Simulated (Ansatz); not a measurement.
## FeB2PbC2: relaxing a made-up structure

This structure for FeB2PbC2 is made up. Its elements were placed in a known structure type with a cell scaled to their sizes. What cell does the guess relax to, and how far off was it?

Main program and level: Ansatz 0.2.0; DFT, PBE, plane-wave PAW, files of the set soft_1, scalar-relativistic, ferromagnetic start, cell and ions relaxed at zero pressure; PAW set soft_1, in the first sound run; inputs show where later runs differ.

## (1) Set-up

The structure is hexagonal, space group P-6m2 (No. 187). The conventional cell has a = 3.155 Å, b = 3.155 Å, c = 8.219 Å, α = 90.00°, β = 90.00°, γ = 120.00°. Nearest to Pb lie 2 B at 2.39 Å and 6 C at 2.49 Å. Nearest to Fe lie 2 C at 2.42 Å and 6 B at 2.50 Å. C has 3 B at 1.95 Å and 1 Fe at 2.42 Å and 3 Pb at 2.49 Å nearest. Nearest to B lie 3 C at 1.95 Å and 1 Pb at 2.39 Å and 3 Fe at 2.50 Å. Farther neighbours are not listed.

Structure file:

```cif
data_structure
_symmetry_space_group_name_H-M 'P-6m2'
_symmetry_Int_Tables_number 187
_cell_length_a 3.1550
_cell_length_b 3.1550
_cell_length_c 8.2190
_cell_angle_alpha 90.000
_cell_angle_beta 90.000
_cell_angle_gamma 120.000
_cell_volume 70.85
loop_
_atom_site_label
_atom_site_type_symbol
_atom_site_symmetry_multiplicity
_atom_site_Wyckoff_symbol
_atom_site_fract_x
_atom_site_fract_y
_atom_site_fract_z
_atom_site_occupancy
Pb1 Pb 1 f 0.66667 0.33333 0.50000 1
Fe1 Fe 1 a 0.00000 0.00000 0.00000 1
C1 C 2 g 0.00000 0.00000 0.29430 1
B1 B 2 i 0.66667 0.33333 0.20900 1
```

## (2) Relaxation of the guess

The guess takes its coordinates from another compound and its volume from a rule, so the cell and any free coordinates are relaxed together.

Contents of input.yaml:

```yaml
crystal:
  lattice:
    - [3.155, 0.0, 0.0]
    - [-1.5775, 2.732310149, 0.0]
    - [0.0, 0.0, 8.219]
  atoms:
    - { symbol: Pb, position: [0.666666667, 0.333333333, 0.5] }
    - { symbol: Fe, position: [0.0, 0.0, 0.0], spin: 3.0 }
    - { symbol: C, position: [0.0, 0.0, 0.2943] }
    - { symbol: C, position: [0.0, 0.0, 0.7057] }
    - { symbol: B, position: [0.666666667, 0.333333333, 0.209] }
    - { symbol: B, position: [0.666666667, 0.333333333, 0.791] }
magnetization:
  spin_polarized: true
kpoints:
  mp_grid: { grid: [10, 10, 4] }
scf:
  occupations: { method: fermi_dirac, width: 0.05 }
hamiltonian:
  xc: pbe
  pseudopotentials: { kind: paw, azcp: { folder: soft_1 } }
relax:
  f_tol: 0.015
  max_steps: 70
  cell: {}
output:
  forces: true
  stress: true
```

On the command line:

```bash
$ ansatz run input.yaml --threads 4 --pin off --max-ram 10240MiB --backend cpu --events-out ev --progress --plain --runs-dir out
```

Numbers of over 12 decimals in the logs are rounded to 6 here.

The log of the run:

```text
Engine: ansatz 0.2.0, aarch64-unknown-linux-gnu
Pseudopotentials: kind: paw
Pseudopotential: Pb, paw, valence charge 14, recommended cutoff 420 eV (normal), soft_1/Pb.paw.azcp
Pseudopotential: Fe, paw, valence charge 16, recommended cutoff 420 eV (normal), soft_1/Fe.paw.azcp
Pseudopotential: C, paw, valence charge 4, recommended cutoff 420 eV (normal), soft_1/C.paw.azcp
Pseudopotential: B, paw, valence charge 3, recommended cutoff 420 eV (normal), soft_1/B.paw.azcp
Functional definition: PBE
  parameter kappa = 0.804
  parameter beta = 0.066725
  exchange = pbe_x(kappa = kappa, mu = beta*pi^2/3)
  correlation = pbe_c(beta = beta)
Crystal: 6 atoms, lattice volume = 70.851 Å³
Basis set: ecut = 420 eV, 1383 PW (Γ), exchange–correlation on 48×48×120 points (8 copies of the dense FFT grid, shifted against one another)
Bands: 30, of which v1, the nominal top of the filled ones, is band 22 counted from 1 (21 counted from 0)
Symmetry: 12 space group operations
Space group: P-6m2 (ITA 187), of the structure as read, at distance tolerance 4.1e-5 Å
Magnetic group: BNS 187.209 (UNI 1439), of the structure as read, at distance tolerance 4.1e-5 Å
k-points: 42 of 400 (time reversal used)
Non-local potential: Pb, projectors of the file, l = 0: 2, l = 1: 2, l = 2: 2, l = 3: 1
Non-local potential: Fe, projectors of the file, l = 0: 3, l = 1: 2, l = 2: 3, l = 3: 1
Non-local potential: C, projectors of the file, l = 0: 2, l = 1: 2, l = 2: 1
Non-local potential: B, projectors of the file, l = 0: 2, l = 1: 2, l = 2: 1
PAW form: soft (Blöchl's): semilocal exchange-correlation on the pseudo side does not see the compensation charge
PAW one-centre angular grid: Pb, 590 points (default); XC on 64 Gauss nodes
PAW one-centre angular grid: Fe, 590 points (default); XC on 64 Gauss nodes
PAW one-centre angular grid: C, 110 points (default); XC on 64 Gauss nodes
PAW one-centre angular grid: B, 110 points (default); XC on 64 Gauss nodes
Initial density: superposition of atomic densities (chi_scale 0.1, normalization cell, long waves kept (reshape's long-wave potential 0.47 eV rms))
Starting moments: Σ|m| = 3 μB on 1 of 6 sites
Initial wavefunctions: pseudopotential atomic-orbital guess
Functional: x = pbe(κ = 0.804, μ = 0.219515), c = pbe(β = 0.066725)
SCF iter   1: F=—  HF=-17196.163596 eV  |F-HF|=—  |Δ(HF+E_count)|=         —  Δρ=4.06e-2 (↑4.06e-2 ↓3.60e-2)  dr2=1.94e1  dr2_m=5.44e-2  M=2.872 μB ∫|m|=3.149 μB  β_m=0.30  ethr=3.10e-3  ⟨swp⟩=6.9  Hψ=11278  notcnv=0
Mixer restart at iter 1: flushing history
preconditioner: auto → Kerker (q_TF=auto, 2.520 Å⁻¹)  [metal: Δε(μ)=0.011 eV  Ē_g=10.684 eV  σ=0.050 eV  W_gap=0.05  n_scr=24 (ndim 8)  ℏωp=26.5 eV  f_vac=0.000  D(μ)=2.82/eV (n_scr^D=24)]
spin=Collinear: Kerker preconditioning applied to the charge; magnetization (m = ρ↑ − ρ↓) channel mixes plain (no charge-response kernel on spin).
SCF iter   2: F=—  HF=-17195.788911 eV  |F-HF|=—  |Δ(HF+E_count)|=   3.75e-1  Δρ=2.59e-2 (↑2.53e-2 ↓2.59e-2)  dr2=1.22e1  dr2_m=1.85e-2  M=2.874 μB ∫|m|=3.173 μB  β_m=0.57  ethr=3.10e-3  ⟨swp⟩=2.8  Hψ=4555  notcnv=0  defer=140
SCF iter   3: F=—  HF=-17194.610924 eV  |F-HF|=—  |Δ(HF+E_count)|=    1.18e0  Δρ=2.07e-2 (↑1.78e-2 ↓2.07e-2)  dr2=4.30e0  dr2_m=4.11e-3  M=2.707 μB ∫|m|=3.101 μB  β_m=0.51  ethr=3.10e-3  ⟨swp⟩=3.5  Hψ=4907  notcnv=0  defer=141
SCF iter   4: F=—  HF=-17193.944260 eV  |F-HF|=—  |Δ(HF+E_count)|=   6.67e-1  Δρ=1.28e-2 (↑1.28e-2 ↓7.27e-3)  dr2=2.54e-1  dr2_m=9.46e-3  M=2.595 μB ∫|m|=3.121 μB  β_m=0.57  ethr=3.10e-3  ⟨swp⟩=3.3  Hψ=4619  notcnv=0  defer=131
SCF iter   5: F=—  HF=-17194.058216 eV  |F-HF|=—  |Δ(HF+E_count)|=         —  Δρ=1.08e-2 (↑2.73e-3 ↓1.08e-2)  dr2=9.48e-2  dr2_m=1.66e-2  M=2.675 μB ∫|m|=3.226 μB  β_m=0.57  ethr=5.77e-4  ⟨swp⟩=2.6  Hψ=4598  notcnv=0  defer=137
Mixer restart at iter 5: flushing history
SCF iter   6: F=—  HF=-17194.131784 eV  |F-HF|=—  |Δ(HF+E_count)|=   7.36e-2  Δρ=5.71e-3 (↑4.64e-3 ↓5.71e-3)  dr2=1.20e-2  dr2_m=1.53e-2  M=2.719 μB ∫|m|=3.267 μB  β_m=0.79  ethr=2.16e-4  ⟨swp⟩=2.4  Hψ=4735  notcnv=0  defer=137
SCF iter   7: F=—  HF=-17194.140050 eV  |F-HF|=—  |Δ(HF+E_count)|=   8.27e-3  Δρ=6.39e-3 (↑1.68e-3 ↓6.39e-3)  dr2=6.30e-2  dr2_m=3.91e-3  M=2.759 μB ∫|m|=3.315 μB  β_m=0.88  ethr=2.73e-5  ⟨swp⟩=2.0  Hψ=5367  notcnv=0  defer=134
SCF iter   8: F=—  HF=-17194.131657 eV  |F-HF|=—  |Δ(HF+E_count)|=   8.39e-3  Δρ=4.32e-3 (↑1.14e-3 ↓4.32e-3)  dr2=1.55e-2  dr2_m=2.06e-3  M=2.780 μB ∫|m|=3.325 μB  β_m=0.86  ethr=2.73e-5  ⟨swp⟩=2.2  Hψ=4942  notcnv=0  defer=134
SCF iter   9: F=—  HF=-17194.137670 eV  |F-HF|=—  |Δ(HF+E_count)|=   6.01e-3  Δρ=1.15e-3 (↑4.19e-4 ↓1.15e-3)  dr2=1.25e-3  dr2_m=1.10e-4  M=2.765 μB ∫|m|=3.311 μB  β_m=0.93  ethr=2.73e-5  ⟨swp⟩=2.0  Hψ=4097  notcnv=0  defer=132
SCF iter  10: F=—  HF=-17194.138281 eV  |F-HF|=—  |Δ(HF+E_count)|=   6.11e-4  Δρ=2.62e-4 (↑1.09e-4 ↓2.62e-4)  dr2=8.15e-5  dr2_m=4.93e-6  M=2.759 μB ∫|m|=3.306 μB  β_m=0.88  ethr=2.83e-6  ⟨swp⟩=2.0  Hψ=3088  notcnv=0  defer=132
SCF iter  11: F=—  HF=-17194.138286 eV  |F-HF|=—  |Δ(HF+E_count)|=   4.63e-6  Δρ=3.11e-5 (↑1.97e-5 ↓3.11e-5)  dr2=1.98e-6  dr2_m=1.14e-7  M=2.759 μB ∫|m|=3.306 μB  β_m=0.94  ethr=1.85e-7  ⟨swp⟩=2.0  Hψ=4283  notcnv=0  defer=132
SCF iter  12: F=—  HF=-17194.138286 eV  |F-HF|=—  |Δ(HF+E_count)|=   4.50e-7  Δρ=1.47e-5 (↑8.88e-6 ↓1.47e-5)  dr2=4.10e-7  dr2_m=4.55e-8  M=2.759 μB ∫|m|=3.306 μB  β_m=0.93  ethr=4.51e-9  ⟨swp⟩=2.0  Hψ=3506  notcnv=0  defer=132
SCF iter  13: F=—  HF=-17194.138286 eV  |F-HF|=—  |Δ(HF+E_count)|=   3.00e-8  Δρ=9.45e-6 (↑3.83e-6 ↓9.45e-6)  dr2=1.30e-7  dr2_m=6.48e-9  M=2.759 μB ∫|m|=3.306 μB  β_m=0.96  ethr=9.31e-10  ⟨swp⟩=2.0  Hψ=3349  notcnv=0  defer=132
SCF iter  14: F=—  HF=-17194.138286 eV  |F-HF|=—  |Δ(HF+E_count)|=   2.41e-9  Δρ=1.35e-6 (↑1.35e-6 ↓1.05e-6)  dr2=4.18e-9  dr2_m=5.25e-10  M=2.759 μB ∫|m|=3.306 μB  β_m=0.94  ethr=2.96e-10  ⟨swp⟩=2.0  Hψ=2988  notcnv=0  defer=132
SCF iter  15: F=-17194.138286 eV  HF=-17194.138286 eV  |F-HF|=2.36e-9  |Δ(HF+E_count)|=  4.22e-10  Δρ=1.40e-6 (↑3.57e-7 ↓1.40e-6)  dr2=3.05e-9  dr2_m=2.31e-10  M=2.759 μB ∫|m|=3.306 μB  ethr=9.49e-12  ⟨swp⟩=1.9  Hψ=7769  notcnv=0
SCF 1 converged in 15 iterations: F = -17194.138286 eV  dr2 = 3.05e-9
  greatest PAW one-centre occupation: 1.001 electrons in one spin orbital (limit 2), on the Fe atom at site 1 (counted from 0), in its partial waves of l = 1
[...]
relax step   7: F+E_penalty+E_count = -17200.43603306 eV  Δ(F+E_penalty+E_count) = -7.685e-4 eV  max|allowed force component| = 2.929e-2 eV/Å  Δτ_max = 0.0071 Å  P = -0.165 GPa  Ω = 65.982 Å³  energy of the carried Pulay correction = +4.707e-3 eV  (9 SCF iters, dr2 threshold 6.00e-7 eV, accepted)
relax step   8: F+E_penalty+E_count = -17200.43618135 eV  Δ(F+E_penalty+E_count) = -1.483e-4 eV  max|allowed force component| = 6.642e-3 eV/Å  Δτ_max = 0.0017 Å  P = +0.060 GPa  Ω = 65.912 Å³  energy of the carried Pulay correction = +4.777e-3 eV  (9 SCF iters, dr2 threshold 1.98e-7 eV, accepted)
relax step   9: F+E_penalty+E_count = -17200.43617840 eV  Δ(F+E_penalty+E_count) = +2.950e-6 eV  max|allowed force component| = 2.115e-4 eV/Å  Δτ_max = 0.0003 Å  P = +0.001 GPa  Ω = 65.924 Å³  energy of the carried Pulay correction = +4.765e-3 eV  (7 SCF iters, dr2 threshold 2.00e-8 eV, accepted)
relax step  10: F+E_penalty+E_count = -17200.44937599 eV  Δ(F+E_penalty+E_count) = -1.320e-2 eV  max|allowed force component| = 7.896e-3 eV/Å  Δτ_max = 0.0000 Å  P = +0.286 GPa  Ω = 65.924 Å³  stress off target by 9.20e-1 GPa  SCF on the basis re-selected at this cell (its energy is not comparable with the rows above)  (14 SCF iters)
relax step  11: F+E_penalty+E_count = -17200.44986389 eV  Δ(F+E_penalty+E_count) = -4.879e-4 eV  max|allowed force component| = 3.485e-3 eV/Å  Δτ_max = 0.0037 Å  P = +0.039 GPa  Ω = 66.141 Å³  energy of the carried Pulay correction = -2.768e-4 eV  (9 SCF iters, dr2 threshold 6.00e-7 eV, accepted)
relax step  12: F+E_penalty+E_count = -17200.44982941 eV  Δ(F+E_penalty+E_count) = +3.448e-5 eV  max|allowed force component| = 2.495e-4 eV/Å  Δτ_max = 0.0008 Å  P = -0.005 GPa  Ω = 66.179 Å³  energy of the carried Pulay correction = -3.239e-4 eV  (8 SCF iters, dr2 threshold 2.11e-8 eV, accepted)
iter 1 solved again at ethr=9.98e-8 eV; its pass at ethr=3.10e-3 eV (dr2=4.39e-5 eV) is discarded
SCF iter   1: F=—  HF=-17200.450117 eV  |F-HF|=—  |Δ(HF+E_count)|=         —  Δρ=2.23e-5 (↑2.23e-5 ↓1.85e-5)  dr2=1.33e-7  dr2_m=1.84e-7  M=2.873 μB ∫|m|=3.084 μB  β_m=0.65  ethr=9.98e-8  ⟨swp⟩=4.2  Hψ=20507  notcnv=0
preconditioner: auto → none  [metal: Δε(μ)=0.051 eV  Ē_g=13.116 eV  σ=0.050 eV  W_gap=0.24  n_scr=6 (ndim 8)  ℏωp=27.4 eV  f_vac=0.000  D(μ)=1.62/eV (n_scr^D=6)]
SCF iter   2: F=—  HF=-17200.450133 eV  |F-HF|=—  |Δ(HF+E_count)|=   1.51e-5  Δρ=1.05e-5 (↑1.03e-5 ↓1.05e-5)  dr2=1.38e-6  dr2_m=2.43e-8  M=2.874 μB ∫|m|=3.084 μB  β_m=0.30  ethr=3.03e-10  ⟨swp⟩=3.1  Hψ=4913  notcnv=0
SCF iter   3: F=—  HF=-17200.450130 eV  |F-HF|=—  |Δ(HF+E_count)|=   2.09e-6  Δρ=1.14e-5 (↑1.14e-5 ↓9.68e-6)  dr2=2.27e-7  dr2_m=4.86e-8  M=2.873 μB ∫|m|=3.084 μB  β_m=0.27  ethr=3.03e-10  ⟨swp⟩=2.2  Hψ=3774  notcnv=0
SCF iter   4: F=—  HF=-17200.450134 eV  |F-HF|=—  |Δ(HF+E_count)|=   3.10e-6  Δρ=5.09e-6 (↑5.09e-6 ↓4.07e-6)  dr2=7.38e-9  dr2_m=9.47e-9  M=2.873 μB ∫|m|=3.084 μB  β_m=0.33  ethr=3.03e-10  ⟨swp⟩=1.2  Hψ=2539  notcnv=0
SCF iter   5: F=—  HF=-17200.450134 eV  |F-HF|=—  |Δ(HF+E_count)|=   7.37e-7  Δρ=1.33e-6 (↑1.31e-6 ↓1.33e-6)  dr2=6.84e-10  dr2_m=7.33e-10  M=2.873 μB ∫|m|=3.084 μB  β_m=0.46  ethr=1.68e-11  ⟨swp⟩=2.4  Hψ=3309  notcnv=0
SCF iter   6: F=—  HF=-17200.450134 eV  |F-HF|=—  |Δ(HF+E_count)|=   7.38e-8  Δρ=7.92e-7 (↑7.92e-7 ↓7.26e-7)  dr2=5.14e-10  dr2_m=2.98e-10  M=2.873 μB ∫|m|=3.084 μB  β_m=0.54  ethr=1.55e-12  ⟨swp⟩=2.0  Hψ=4308  notcnv=0
SCF iter   7: F=—  HF=-17200.450134 eV  |F-HF|=—  |Δ(HF+E_count)|=   4.78e-9  Δρ=4.59e-7 (↑3.02e-7 ↓4.59e-7)  dr2=1.52e-10  dr2_m=8.26e-11  M=2.873 μB ∫|m|=3.084 μB  β_m=0.73  ethr=1.17e-12  ⟨swp⟩=2.0  Hψ=3559  notcnv=0
SCF iter   8: F=—  HF=-17200.450134 eV  |F-HF|=—  |Δ(HF+E_count)|=  2.73e-10  Δρ=1.06e-7 (↑1.06e-7 ↓9.56e-8)  dr2=3.97e-11  dr2_m=2.65e-13  M=2.873 μB ∫|m|=3.084 μB  β_m=0.66  ethr=1.00e-12  ⟨swp⟩=2.1  Hψ=3953  notcnv=0
SCF iter   9: F=—  HF=-17200.450134 eV  |F-HF|=—  |Δ(HF+E_count)|=  3.64e-12  Δρ=1.79e-7 (↑7.81e-8 ↓1.79e-7)  dr2=7.62e-11  dr2_m=1.81e-12  M=2.873 μB ∫|m|=3.084 μB  β_m=0.69  ethr=1.00e-12  ⟨swp⟩=1.0  Hψ=2521  notcnv=0
SCF iter  10: F=-17200.450134 eV  HF=-17200.450134 eV  |F-HF|=7.28e-12  |Δ(HF+E_count)|=  3.64e-12  Δρ=5.43e-8 (↑1.69e-8 ↓5.43e-8)  dr2=6.44e-12  dr2_m=2.44e-13  M=2.873 μB ∫|m|=3.084 μB  ethr=1.00e-12  ⟨swp⟩=2.3  Hψ=7205  notcnv=0
SCF 13 converged in 10 iterations: F = -17200.450134 eV  dr2 = 6.44e-12
relax step  13: F+E_penalty+E_count = -17200.45013436 eV  Δ(F+E_penalty+E_count) = -3.050e-4 eV  max|allowed force component| = 3.002e-4 eV/Å  Δτ_max = 0.0000 Å  P = +0.000 GPa  Ω = 66.179 Å³  stress off target by 3.02e-4 GPa  SCF on the basis re-selected at this cell (its energy is not comparable with the rows above)  (10 SCF iters)
basis re-selected at this cell: Δ(F+E_penalty+E_count) = -3.050e-4 eV, ΔP = +0.006 GPa vs the last step (what re-selecting the basis moved, of the pressure what is left beyond the Pulay correction that the steps carried, after the strain that the cell walked since its last selection, with what the two solves' SCF thresholds leave and, on support functions, any second-order correction that the steps lacked; it is no m [...]
SCF converged after 10 iterations
Magnetization: 2.8735 μB (23.4367 up, 20.5633 down)
Absolute magnetization: 3.0856 μB (∫|ρ↑−ρ↓|, with the PAW one-centre terms)
Spin contamination: 0.1066 ħ² per cell (⟨S²⟩ above its minimum at these occupations)
Per-site moments (μB) at R_I (Å): [(0.016088, 1.133124), (2.444231, 0.813037), (0.057250, 0.685747), (0.057250, 0.685747), (0.00800343, 0.685747), (0.00800343, 0.685747)]
Free energy (F): -17200.450134 eV
Harris-Foulkes:  -17200.450134 eV  (|F-HF|=7.28e-12)
Internal energy: -17200.435487 eV  (E = F + TS)
E sigma→0 (E₀):  -17200.442810 eV
Entropy (-TS):   -0.014648 eV (-2.441 meV/atom)
Fermi energy:    12.446320 eV
--- Per-component energies (eV) ---
  E_band       = -255.249151
  E_kinetic    = 890.579335
  E_local      = -4366.145295  (includes V_loc(G=0)·N_el)
  E_nonlocal   = 659.280679
  E_hartree    = 1823.617213
  E_xc         = -475.011925
  E_vxc        = -471.849283  (∫ρ·V_xc dr)
  E_paw        = -12130.864374  (= ΣΔE_a)
  E_vpaw       = -614.347831  (= ΣTr[D̂ρ^β])
  E_aug_tail   = -0.001010  (compensation charges beyond the density's cutoff)
  E_ewald      = -3601.890111
  E_smearing   = -0.014648  (= −TS)
  E_closure    = 0.000000  (closes the sum)
  Σ components = -17200.450134   (vs F -17200.450134, Δ=0.00e0)
--- Forces (eV/Å), atoms counted from 1 ---
  atom   1  Pb     0.00000000    -0.00000000    -0.00000000
  atom   2  Fe    -0.00000000    -0.00000000     0.00000000
  atom   3  C      0.00000000     0.00000000    -0.00030016
  atom   4  C      0.00000000     0.00000000     0.00030016
  atom   5  B     -0.00000000    -0.00000000    -0.00017617
  atom   6  B     -0.00000000    -0.00000000     0.00017617
  max |Σ_I F_I| component: 4.35e-16 eV/Å
--- Stress (GPa, compression-positive) ---
        0.000302      -0.000000       0.000000
       -0.000000       0.000302      -0.000000
        0.000000      -0.000000       0.000131
  P = ⅓ Tr σ = 0.0002 GPa (0.002 kbar)
--- Relaxed structure (11 steps of the walk, 11 accepted, 2 SCFs on fresh bases) ---
  F+E_penalty+E_count = -17200.45013436 eV   max|allowed force component| = 3.002e-4 eV/Å   (the final SCF, on the basis selected at the relaxed cell)
  cell:  # Å, volume = 66.1785 Å³
    - [2.874728, 0, 0]
    - [-1.437364, 2.489587, 1.831287346136475e-18]
    - [0, 5.508653804755607e-18, 9.246834]
  atoms:
    - { symbol: Pb, position: [0.666667, 0.333333, 0.5] }
    - { symbol: Fe, position: [-2.7755575615628914e-17, 1.850371708570241e-17, -9.76164506192083e-19] }
    - { symbol: C, position: [-3.0013894028196545e-17, 1.398708026056713e-17, 0.213154] }
    - { symbol: C, position: [-2.549725720306126e-17, 2.302035391083769e-17, 0.786846] }
    - { symbol: B, position: [0.666667, 0.333333, 0.202929] }
    - { symbol: B, position: [0.666667, 0.333333, 0.797071] }
```

Run time: 58 s. Hardware: 4 threads of Arm Neoverse V2, shared host; peak memory 0.46 GiB; 3.7 min of CPU time.

The steps of the relaxation:

```tsv
step	energy less that of the first step (eV)	largest force component (eV/Å)	pressure (GPa)	volume (Å³)
1	0.0000	5.5849	-11.75	70.85
2	-2.5370	4.9609	-14.04	69.03
3	-4.7938	3.0739	-8.17	65.50
4	-6.1068	0.3717	6.71	62.06
5	-6.2913	0.1121	1.34	65.06
6	-6.2970	0.0646	0.00	65.86
7	-6.2977	0.0293	-0.16	65.98
8	-6.2979	0.0066	0.06	65.91
9	-6.2979	0.0002	0.00	65.92
10*	-6.3111	0.0079	0.29	65.92
11	-6.3116	0.0035	0.04	66.14
12	-6.3115	0.0002	-0.01	66.18
13*	-6.3118	0.0003	0.00	66.18
```

Relaxation steps marked * repeat the geometry before them on a plane-wave basis chosen anew for their cell, so energy and pressure can jump there.

Forces are held to the 12 operations that the run works with; a distortion that breaks them can't arise in this run.

```tsv
cell as run	before	after	change
a (Å)	3.155	2.875	-8.9 %
b (Å)	3.155	2.875	-8.9 %
c (Å)	8.219	9.247	+12.5 %
volume (Å³/atom)	11.81	11.03	-6.6 %
```

The atoms that moved most (Å, as changes of fractional coordinates times the final cell):

```tsv
atom	dx	dy	dz	length
C4	0.000	0.000	0.750	0.750
C3	0.000	0.000	-0.750	0.750
B6	0.000	0.000	0.056	0.056
B5	0.000	0.000	-0.056	0.056
```

Final coordinates:

```cif
data_structure
_symmetry_space_group_name_H-M 'P 1'
_symmetry_Int_Tables_number 1
_cell_length_a 2.8747
_cell_length_b 2.8747
_cell_length_c 9.2468
_cell_angle_alpha 90.000
_cell_angle_beta 90.000
_cell_angle_gamma 120.000
_cell_volume 66.18
loop_
_atom_site_label
_atom_site_type_symbol
_atom_site_fract_x
_atom_site_fract_y
_atom_site_fract_z
_atom_site_occupancy
Pb1 Pb 0.66667 0.33333 0.50000 1
Fe2 Fe 0.00000 0.00000 0.00000 1
C3 C 0.00000 0.00000 0.21315 1
C4 C 0.00000 0.00000 0.78685 1
B5 B 0.66667 0.33333 0.20293 1
B6 B 0.66667 0.33333 0.79707 1
```

Numbers from this step:

| Quantity | Value |
| --- | --- |
| free energy | -17200.4501 eV |
| energy at zero smearing | -17200.4428 eV |
| smearing term TS | 0.01465 eV |
| Fermi energy | 12.45 eV |
| magnetization | 2.873 μB |
| absolute magnetization | 3.086 μB |
| site moments | 0.01609, 2.444, 0.05725, 0.05725, 0.008003, 0.008003 μB |
| electrons | 44 |
| symmetry operations | 12 |
| pressure | 2.45e-4 GPa |

Site moment by atom:

```tsv
atom	site moment (μB)
Pb1	0.02
Fe2	2.44
C3	0.06
C4	0.06
B5	0.01
B6	0.01
```

Shortest distances by pair of elements, guess and relaxed (not always the same contact):

```tsv
pair	guess (Å)	relaxed (Å)
B–C	1.952	1.662
C–Fe	2.419	1.971
B–Fe	2.504	2.505
B–Pb	2.392	2.747
Pb–Pb	3.155	2.875
```

The relaxation ends with a largest force component of 3.0e-4 eV/Å and a pressure of 0.00 GPa.

(Part 1 of 2 ends here.)

[Logs are printed without paths, hosts, clocks, repeated set-up lines and the standing remarks that a program may print on its own settings, such as how far it seeks lower states.]

[Hosts, paths, dates, database ids (printed as entryN), source tags and the programs' standing remarks are cut or masked in the printed files.]
